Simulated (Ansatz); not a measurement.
**LiF (Griceite): the HSE06 gap against the k mesh of the hybrid**

Wanted: the cheapest k mesh of the hybrid that holds the HSE06 gap of LiF (Griceite).

Main program and level: Ansatz 0.2.0; DFT, HSE06, plane waves, PAW; PAW set soft_1.

## 1. Set-up

It takes space group Fm-3m (No. 225, cubic). Conventional cell: a = 4.028 Å, b = 4.028 Å, c = 4.028 Å, α = 90.00°, β = 90.00°, γ = 90.00°. Nearest to Li lie 6 F at 2.01 Å. Nearest to F lie 6 Li at 2.01 Å. Farther neighbours and most contacts between anions are not listed.

The cell and positions come from the Crystallography Open Database and are kept as given unless a step says otherwise.

## 2. k mesh of the hybrid: 4×4×4

Input file input.yaml:

```yaml
crystal:
  lattice:
    - [0.0, 2.014, 2.014]
    - [2.014, 0.0, 2.014]
    - [2.014, 2.014, 0.0]
  atoms:
    - { symbol: Li, position: [0.0, 0.0, 0.0] }
    - { symbol: F, position: [0.5, 0.5, 0.5] }
kpoints:
  mp_grid: { grid: [4, 4, 4] }
  band_path:
    path:
      - [0.0, 0.0, 0.0]
      - [0.5, 0.0, 0.5]
      - [0.625, 0.25, 0.625]
      - [0.375, 0.375, 0.75]
      - [0.5, 0.5, 0.5]
      - [0.5, 0.25, 0.75]
      - [0.075, 0.075, 0.15]
    npoints: 1
hamiltonian:
  xc: hse06
  pseudopotentials: { kind: paw, azcp: { folder: soft_1 } }
scf:
  occupations: { method: fixed }
  n_extra_bands: 4
output:
  eigenvalues: true
```

On the command line:

```bash
> ansatz run input.yaml --threads 3 --pin off --max-ram 92160MiB --backend cuda --events-out ev --progress --plain --runs-dir out --devices 1 --max-vram 13GiB
```

Numbers of over 12 decimals in the logs are rounded to 6 here.

Log:

```text
scf.n_extra_bands = 4 over 5 filled bands (N_el = 10.0): the run solves 9 bands
exact exchange: scf.exx.singularity resolves to wigner_seitz, which cuts the screened interaction at the faces of the exchange supercell's Wigner-Seitz cell, so that each pair interacts once, at the shortest of its separations (the periodic images that this leaves out come, for a point-like exchange hole, to about 0.003 eV on a filled level). The cut falls within the interaction's reach, and what an exchange supercel [...]
GPUs: using 1 of 1 available (devices: 1).
Engine: ansatz 0.2.0, x86_64-unknown-linux-gnu
Pseudopotentials: kind: paw
Pseudopotential: Li, paw, valence charge 3, recommended cutoff 420 eV (normal), soft_1/Li.paw.azcp
Pseudopotential: F, paw, valence charge 7, recommended cutoff 420 eV (normal), soft_1/F.paw.azcp
Functional definition: HSE06
  parameter a = 0.25
  parameter omega = 0.11/bohr
  exchange = pbe_x - a*pbe_x_sr(omega) + a*exact_x_sr(omega)
  correlation = pbe_c
davidson cushion auto → on  (no smearing: the cushion is to keep the highest requested band from converging to the state above it; pin scf.eigensolver.cushion to override)
device memory: the entry about to start is reckoned to put 0.7 GiB on a device that reports 52.4 GiB free (of which the cap on the GPU budget leaves the run 13.0 GiB)
GPU FFT provider: cuFFT
GPU libraries: cuBLAS 13.8.2, cuFFT 12.4.0, cuSOLVER 12.3.4
Crystal: 2 atoms, lattice volume = 16.338 Å³
Basis set: ecut = 420 eV, 331 PW (Γ)
Bands: 9, of which v1, the nominal top of the filled ones, is band 5 counted from 1 (4 counted from 0)
Symmetry: 48 space group operations
Space group: Fm-3m (ITA 225), of the structure as read, at distance tolerance 2.5e-5 Å
k-points: 8 of 64
Non-local potential: Li, projectors of the file, l = 0: 3, l = 1: 2, l = 2: 1
Non-local potential: F, projectors of the file, l = 0: 2, l = 1: 2, l = 2: 1
PAW form: soft (Blöchl's): semilocal exchange-correlation on the pseudo side does not see the compensation charge
PAW frozen core: F, regenerated for the run's functional, and the local potential with it (the file was generated under x = pbe(κ = 0.804, μ = 0.219515), c = pbe(β = 0.066725))
PAW one-centre angular grid: Li, 110 points (default); XC on 160 Gauss nodes
PAW one-centre angular grid: F, 110 points (default); XC on 64 Gauss nodes
Initial density: superposition of atomic densities (chi_scale 0.1, normalization cell, long waves kept (reshape's long-wave potential 0.00 eV rms))
Initial wavefunctions: pseudopotential atomic-orbital guess
GPU buffer pool allocated for 8000 grid points (all kernels)
GPU transforms: local potential and band sums: pruned to the plane-wave sphere, on 20×20×20
Functional: x = pbe(κ = 0.804, μ = 0.219515), c = pbe(β = 0.066725), warm-up for x = pbe(κ = 0.804, μ = 0.219515) + 0.25 (exact − pbe) at short range (hse, ω = 0.207870 Å⁻¹), c = pbe(β = 0.066725); HSE06 as pw.x's `hse` composes it (authors' and Libxc's form: `xc: wpbeh`)
SCF iter   1: F=—  HF=-1016.032797 eV  |F-HF|=—  |Δ(HF+E_count)|=         —  Δρ=5.95e-2  dr2=3.04e-1  ethr=1.00e-1  ⟨swp⟩=4.6  Hψ=259  notcnv=0
preconditioner: auto → none  [insulator: Δε(μ)=8.249 eV  Ē_g=21.966 eV  n_scr=0 (ndim 8)  ℏωp=26.0 eV  f_vac=0.000]
SCF iter   2: F=—  HF=-1016.137789 eV  |F-HF|=—  |Δ(HF+E_count)|=   1.05e-1  Δρ=3.25e-2  dr2=8.51e-2  ethr=3.04e-3  ⟨swp⟩=3.6  Hψ=213  notcnv=0
SCF iter   3: F=—  HF=-1016.171584 eV  |F-HF|=—  |Δ(HF+E_count)|=   3.38e-2  Δρ=1.56e-2  dr2=1.90e-2  ethr=8.51e-4  ⟨swp⟩=3.0  Hψ=211  notcnv=0
iter 4 solved again at ethr=1.25e-6 eV; its pass at ethr=1.90e-4 eV (dr2=1.25e-4 eV) is discarded
SCF iter   4: F=-1016.171752 eV  HF=-1016.171631 eV  |F-HF|=1.22e-4  |Δ(HF+E_count)|=   4.69e-5  Δρ=1.42e-3  dr2=1.30e-4  ethr=1.25e-6  ⟨swp⟩=2.9  Hψ=399  notcnv=0
SCF 1 stopped early in 4 iterations: F = -1016.171752 eV  dr2 = 1.30e-4
[...]
Frozen-core exchange: fock
SCF iter   1: F=—  HF=-1016.119088 eV  |F-HF|=—  |Δ(HF+E_count)|=         —  Δρ=8.27e-3  dr2=1.14e-2  ethr=1.30e-5  ⟨swp⟩=4.2  Hψ=300  notcnv=0
preconditioner: auto → none  [insulator: Δε(μ)=11.451 eV  Ē_g=25.764 eV  n_scr=0 (ndim 8)  ℏωp=26.0 eV  f_vac=0.000]
SCF iter   2: F=—  HF=-1016.116319 eV  |F-HF|=—  |Δ(HF+E_count)|=   2.77e-3  Δρ=3.58e-3  dr2=1.37e-3  ethr=1.30e-5  ⟨swp⟩=3.0  Hψ=232  notcnv=0
SCF iter   3: F=—  HF=-1016.118303 eV  |F-HF|=—  |Δ(HF+E_count)|=   1.98e-3  Δρ=4.78e-4  dr2=3.63e-5  ethr=1.08e-5  ⟨swp⟩=3.0  Hψ=192  notcnv=0
SCF iter   4: F=-1016.118297 eV  HF=-1016.118297 eV  |F-HF|=5.13e-8  |Δ(HF+E_count)|=   5.88e-6  Δρ=5.36e-5  dr2=1.05e-6  ethr=3.55e-7  ⟨swp⟩=3.0  Hψ=209  notcnv=0
SCF 2 stopped early in 4 iterations: F = -1016.118297 eV  dr2 = 1.05e-6
  greatest PAW one-centre occupation: 0.999 electrons in one spin orbital (limit 2), on the Li atom at site 0 (counted from 0), in its partial waves of l = 0
hybrid outer 1: dexx = +2.395e-3 eV, tail = 6.13e-6 eV
GPU FFT provider: cuFFT
GPU libraries: cuBLAS 13.8.2, cuFFT 12.4.0, cuSOLVER 12.3.4
GPU buffer pool allocated for 8000 grid points (all kernels)
GPU transforms: local potential and band sums: pruned to the plane-wave sphere, on 20×20×20
Exchange kernel: α = 0.2500, screened, ω = 0.2079 Å⁻¹, Wigner–Seitz truncation, v(0) = 926.2077 eV·Å³, q-mesh 4×4×4, nearest image of the exchange supercell L = 11.39 Å, pair-density grid 12×12×12, without the augmentation charges, whose exchange is taken in its separable form by FFT convolution over the k-point mesh (sized by the pseudopotential files, 16×16×16 at the most), smooth part of the exact exchange by density-matrix convolution in up to 242.1 MiB of GPU memory as planned if the GPU has room (build and FFT work areas not counted)
Frozen-core exchange: fock
SCF iter   1: F=—  HF=-1016.118419 eV  |F-HF|=—  |Δ(HF+E_count)|=         —  Δρ=1.07e-4  dr2=4.20e-7  ethr=3.07e-7  ⟨swp⟩=2.9  Hψ=183  notcnv=0
preconditioner: auto → none  [insulator: Δε(μ)=11.402 eV  Ē_g=25.682 eV  n_scr=0 (ndim 8)  ℏωp=26.0 eV  f_vac=0.000]
iter 2 solved again at ethr=1.07e-10 eV; its pass at ethr=4.09e-9 eV (dr2=1.07e-8 eV) is discarded
SCF iter   2: F=-1016.118419 eV  HF=-1016.118419 eV  |F-HF|=5.69e-9  |Δ(HF+E_count)|=   1.14e-7  Δρ=1.65e-5  dr2=2.38e-8  ethr=1.07e-10  ⟨swp⟩=2.9  Hψ=395  notcnv=0
SCF 3 converged in 2 iterations: F = -1016.118419 eV  dr2 = 2.38e-8
hybrid outer 2: dexx = +1.557e-7 eV, tail = 5.27e-8 eV, Δε = 1.50e-3 eV (about 1.50e-4 eV left of the loop's levels)
device memory: the entry about to start is reckoned to put 0.3 GiB on a device that reports 44.5 GiB free (of which the cap on the GPU budget leaves the run 13.0 GiB)
NSCF: frozen V_eff on 7 k-points
hybrid SCF converged: 2 outer / 6 inner (+4 warm-up), last move |dexx| = 1.56e-7 eV, tail = 5.27e-8 eV
Stability not checked: this state was not tested for a lower state beside it, because the functional holds exact exchange (a hybrid, or Hartree-Fock), whose exchange loop this test does not read (fock_operator; see scf.lower_state_search)
Free energy (F): -1016.118419 eV
Frozen-core exchange: fock
Harris-Foulkes:  -1016.118419 eV  (|F-HF|=5.69e-9)
Internal energy: -1016.118419 eV  (E = F + TS)
E sigma→0 (E₀):  -1016.118419 eV
Fermi energy:    -0.755753 eV
--- Per-component energies (eV) ---
  E_band       = -142.828174
  E_kinetic    = 217.923733
  E_local      = -654.818449  (includes V_loc(G=0)·N_el)
  E_nonlocal   = 66.275640
  E_hartree    = 228.521305
  E_xc         = -70.066977
  E_vxc        = -89.155376  (∫ρ·V_xc dr)
  E_exx        = -38.387088  (= α·E_x^exact, valence–valence)
  E_paw        = -208.407724  (= ΣΔE_a)
  E_vpaw       = -63.326015  (= ΣTr[D̂ρ^β])
  E_aug_tail   = 0.001023  (compensation charges beyond the density's cutoff)
  E_ewald      = -557.129686
  E_core_change = -0.030198  (= ΣΔE_core)
  E_smearing   = -0.000000  (= −TS)
  E_closure    = -0.000000  (closes the sum)
  Σ components = -1016.118419   (vs F -1016.118419, Δ=0.00e0)
--- Band table (eV; the first three rows and the last of 8) ---
  k-point 0: bands = ["-43.7015", "-22.3188", "-0.7558", "-0.7558", "-0.7558", "10.6465", "25.9505", "25.9505", "25.9505"]
  k-point 1: bands = ["-43.6719", "-22.1029", "-2.1855", "-0.8814", "-0.8814", "11.9551", "19.7100", "22.3832", "22.3832"]
  k-point 2: bands = ["-43.6422", "-21.8710", "-3.4068", "-1.0007", "-1.0007", "12.3760", "18.6382", "20.6830", "20.6830"]
  k-point 7: bands = ["-43.6252", "-21.6264", "-2.9112", "-2.9112", "-1.6033", "16.8256", "16.8256", "19.2636", "21.1055"]
```

It took 13 s on 1 × NVIDIA H100 80GB HBM3 (shared by 6 runs) with 3 threads of AMD EPYC 7R13 (Zen 3), shared host; peak memory 0.97 GiB; 8.1 s of CPU time.

Reading the cycles: dr2 is the Hartree energy of the density residual (eV), the measure of convergence; HF is the Harris–Foulkes estimate of the energy, which meets the free energy F at convergence.

This step gave:

```
gap                     : 11.40 eV
valence top at          : Γ
conduction bottom at    : Γ
least direct gap        : 11.40 eV
exact-exchange fraction : 0.25
```

The gap is direct, at Γ.

## 3. k mesh of the hybrid: 8×8×8

Changes to input.yaml since step 2:

```diff
@@ -9,3 +9,3 @@
 kpoints:
-  mp_grid: { grid: [4, 4, 4] }
+  mp_grid: { grid: [8, 8, 8] }
   band_path:
```

Log:

```text
[...]
GPUs: using 1 of 1 available (devices: 1).
[...]
GPU FFT provider: cuFFT
GPU libraries: cuBLAS 13.8.2, cuFFT 12.4.0, cuSOLVER 12.3.4
Crystal: 2 atoms, lattice volume = 16.338 Å³
Basis set: ecut = 420 eV, 331 PW (Γ)
Bands: 9, of which v1, the nominal top of the filled ones, is band 5 counted from 1 (4 counted from 0)
[... 1 set-up line as in the run before ...]
[...]
k-points: 29 of 512
[...]
SCF 3 converged in 2 iterations: F = -1016.119701 eV  dr2 = 2.41e-8
[...]
NSCF: frozen V_eff on 7 k-points
[...]
Free energy (F): -1016.119701 eV
Frozen-core exchange: fock
[...]
Internal energy: -1016.119701 eV  (E = F + TS)
E sigma→0 (E₀):  -1016.119701 eV
Fermi energy:    -0.756951 eV
[...]
--- Band table (eV; the first three rows and the last of 29) ---
[...]
```

It took 17 s on 1 × NVIDIA H100 80GB HBM3 (shared by 6 runs) with 3 threads; peak memory 1.1 GiB; 17 s of CPU time.

Numbers from this step:

```
gap                  : 11.40 eV
valence top at       : Γ
conduction bottom at : Γ
least direct gap     : 11.40 eV
```

The gap is 11.401 eV, −0.001 eV from the run before at this level.

## 4. The series

Differences are against the last row; a negative gap means that bands overlap, and a run with a band path holds that path's time. Times are wall times on 1 × NVIDIA H100 80GB HBM3 (shared by 6 runs) with 3 threads of AMD EPYC 7R13 (Zen 3), shared host, good to a factor of about two.

```
k mesh of the hybrid  gap (eV)  direct gap (eV)  gap error (eV)  energy error (meV/atom)  irreducible k  time
               4×4×4    11.402           11.402          +0.001                     +0.6              8  13 s
               8×8×8    11.401           11.401          +0.000                     +0.0             29  17 s
```

## 5. Summary of results

| Quantity | Value |
| --- | --- |
| 4×4×4 | 11.402 eV |
| 8×8×8 | 11.401 eV |

What this shows: The gap holds to 0.02 eV from 4×4×4 on, the cheapest setting tried. At 4×4×4 the gap is off by +0.001 eV and the energy by +1 meV/atom. The gap is read over the mesh and added points near the edges, so meshes differ mainly through the density and, for a hybrid, the exchange operator.

[Paths, hosts, dates, memory and timing lines, banners, echoed tables and standing remarks are left out of the program output.]

[Logs are printed without paths, hosts, clocks, repeated set-up lines and the standing remarks that a program may print on its own settings, such as how far it seeks lower states.]

[Runs of the session that timed out or met a known fault of the program may be left out.]

[Cells called generated may have been cut or substituted from an entry of the Crystallography Open Database or the Materials Project.]

[Hosts, paths, dates, database ids (printed as entryN), source tags and the programs' standing remarks are cut or masked in the printed files.]
